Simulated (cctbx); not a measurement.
**Symmetry from intensities**

Cell: a = 8.7700 Å, b = 13.2280 Å, c = 13.3930 Å, α = 90.00°, β = 90.00°, γ = 90.00°. Expected content of the cell: Hg60 Zr4 Zn4.

Simulated single-crystal data (cctbx): Mo Kα, λ = 0.71073 Å, to d = 0.65 Å, 80 % of the full sphere, strongest reflection 20000 counts, noise from counting, a 4 % proportional error and a noise floor of 8 counts (s.d.); no absorption.

Tests on the unmerged data give:

```text
19007 reflections to d = 0.650 A
centring   violations  <I/sigma> of those
    A       3351 of  9527      4.9
    B       3351 of  9524      4.9
    C          0 of  9545     -0.0
    I       3275 of  9512      4.8
    R       4398 of 12665      4.9
    F       3351 of 14298      3.3
Laue class    unique    Rint  (classes that these axes allow; Friedel mates merged)
C 1 2/m 1        3067   0.041
C 2/m 1 1        3111   0.040
C m m m          1680   0.044
space group    extra absences  I>4sigma  <I/sigma>
C 2 2 21               17          0      -0.2  acentric
C 2 2 2                 0          0         -  acentric
C m m 2                 0          0         -  acentric
C m c 21              173          0      -0.1  acentric
C 2 m m                 0          0         -  acentric
C m 2 m                 0          0         -  acentric
C 2 c m               173          0      -0.1  acentric
C m c m               173          0      -0.1  centric
C m m m                 0          0         -  centric
Wilson B = 0.32 A^2   <|E^2-1|> = 0.918 (0.968 centric, 0.736 acentric)   E^2>4: 3.9 %
shell (A)         n   <I/sigma>
13.40 - 1.30    236     23.0
 1.30 - 1.03    218     24.0
 1.03 - 0.90    201     23.9
 0.90 - 0.82    211     20.7
 0.82 - 0.76    209     20.0
 0.76 - 0.72    197     22.0
 0.72 - 0.68    202     20.1
 0.68 - 0.65    206     19.3
```

Q: Read the symmetry from these tables.

The reflections that C centring forbids are absent (⟨I/σ⟩ near 0), so the lattice is C.

Rint stays low (0.040 to 0.044) up to C m m m, the highest class in these axes.

9 settings pass the absence test. The most absences obeyed, 173, belong to C m c 21, C 2 c m and C m c m, which absences can't tell apart.

⟨|E²−1|⟩ = 0.918 leans to a centrosymmetric structure. The Wilson B of 0.32 Å² means U ≈ 0.0041 Å².

The true group is Cmcm (no. 63), Laue class mmm, centrosymmetric. The tables only narrow the choice to the tied entries; cell content, site symmetry and trial solutions must settle it.

This is a model crystal, built by substitution and not relaxed, with assumed displacement parameters.

[Logs are printed without paths, hosts, clocks, repeated set-up lines and the standing remarks that a program may print on its own settings, such as how far it seeks lower states.]
